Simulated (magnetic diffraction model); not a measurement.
# Solving a magnetic structure from powder neutron data: Cr₃CuSn₂O₈

Space group R3m (no. 160), a = 6.0470 Å, c = 14.7870 Å.

```
site  atom       x       y       z
  3a    Sn     1/3     2/3  0.2928
  3a    Sn     1/3     2/3  0.6681
  3a    Cu     1/3     2/3  0.0440
  9b    Cr  0.1725  0.8275  0.8321
  3a     O     1/3     2/3  0.9064
  9b     O  0.1536  0.8464  0.0868
  3a     O     1/3     2/3  0.4241
  9b     O  0.5090  0.4910  0.2532
```

This is a made-up structure (elements placed in a structure type, unrelaxed), so the numbers test the method and describe no known phase.

Only Cr is taken to order (form factors of Cr3+); orders and moment sizes are assumed, and not adapted to the symmetry. Radiation: neutrons of λ = 4.2 Å, 5° to 80°; isotropic B of 0.14 Å² (Sn), 0.24 Å² (Cu), 0.24 Å² (Cr) and 0.27 Å² (O). Simulated constant-wavelength pattern: nuclear and magnetic terms add, the magnetic one as |2.695 fm × Σ f S⊥ exp(2πi Q·r) exp(−B s²)|², summed over all Q at one angle with the factor 1/(sin²θ cos θ). For collinear order S is the moment m, which repeats by lattice and centring translations R with the sign exp(−2πi k·R). Free-ion form factors, Sears's scattering lengths of 1992, no absorption; a label names one of the reflections at its angle. The strongest nuclear line in the range is 100, and lines under 0.2 are left out.

Above the ordering temperature:

```tsv
2θ (°)	index	I
50.35	(1 0 1)	100.0
50.43	(0 0 3)	24.6
58.87	(0 1 2)	37.8
```

Below it (cell unchanged):

```tsv
2θ (°)	I
50.35	317.2
50.43	24.6
58.87	155.7
```

**Question.** Find the propagation vector, then choose among these models:
A. collinear moments along [001], 2.63 μB on Cr; signs + at (0.1725, 0.8275, 0.8321), + at (0.1725, 0.3450, 0.8321), + at (0.6550, 0.8275, 0.8321)
B. collinear moments along [001], 2.63 μB on Cr; signs + at (0.1725, 0.8275, 0.8321), − at (0.1725, 0.3450, 0.8321), + at (0.6550, 0.8275, 0.8321)
C. collinear moments along [100], 2.63 μB on Cr; signs + at (0.1725, 0.8275, 0.8321), + at (0.1725, 0.3450, 0.8321), + at (0.6550, 0.8275, 0.8321)
D. collinear moments along [100], 2.63 μB on Cr; signs + at (0.1725, 0.8275, 0.8321), − at (0.1725, 0.3450, 0.8321), + at (0.6550, 0.8275, 0.8321)

No line moves, and magnetic intensity falls on nuclear lines such as the one at 50.35°, so the magnetic cell equals the chemical primitive cell: k = 0.

Magnetic intensity, observed (below minus above) and for each model:

| 2θ (°) | index | observed | A | B | C | D |
| --- | --- | --- | --- | --- | --- | --- |
| 50.35 | (1 0 1) | 217.2 | 217.2 | 775.9 | 135.8 | 767.2 |
| 50.43 | (0 0 3) | <0.2 | <0.2 | <0.2 | 713.7 | 79.3 |
| 58.87 | (0 1 2) | 118.0 | 118.0 | 421.4 | 118.2 | 575.2 |

Model A matches. Model B has the same shape and would fit too with moments 0.53 times as large, so only the size of the moment sets it apart.

The absence at (0 0 3) is telling: Q lies along the moments there, so the part normal to Q vanishes.

The structure used: k = (0 0 0), collinear moments along [001], 2.63 μB on Cr; signs + at (0.1725, 0.8275, 0.8321), + at (0.1725, 0.3450, 0.8321), + at (0.6550, 0.8275, 0.8321).

[Logs are printed without paths, hosts, clocks, repeated set-up lines and the standing remarks that a program may print on its own settings, such as how far it seeks lower states.]
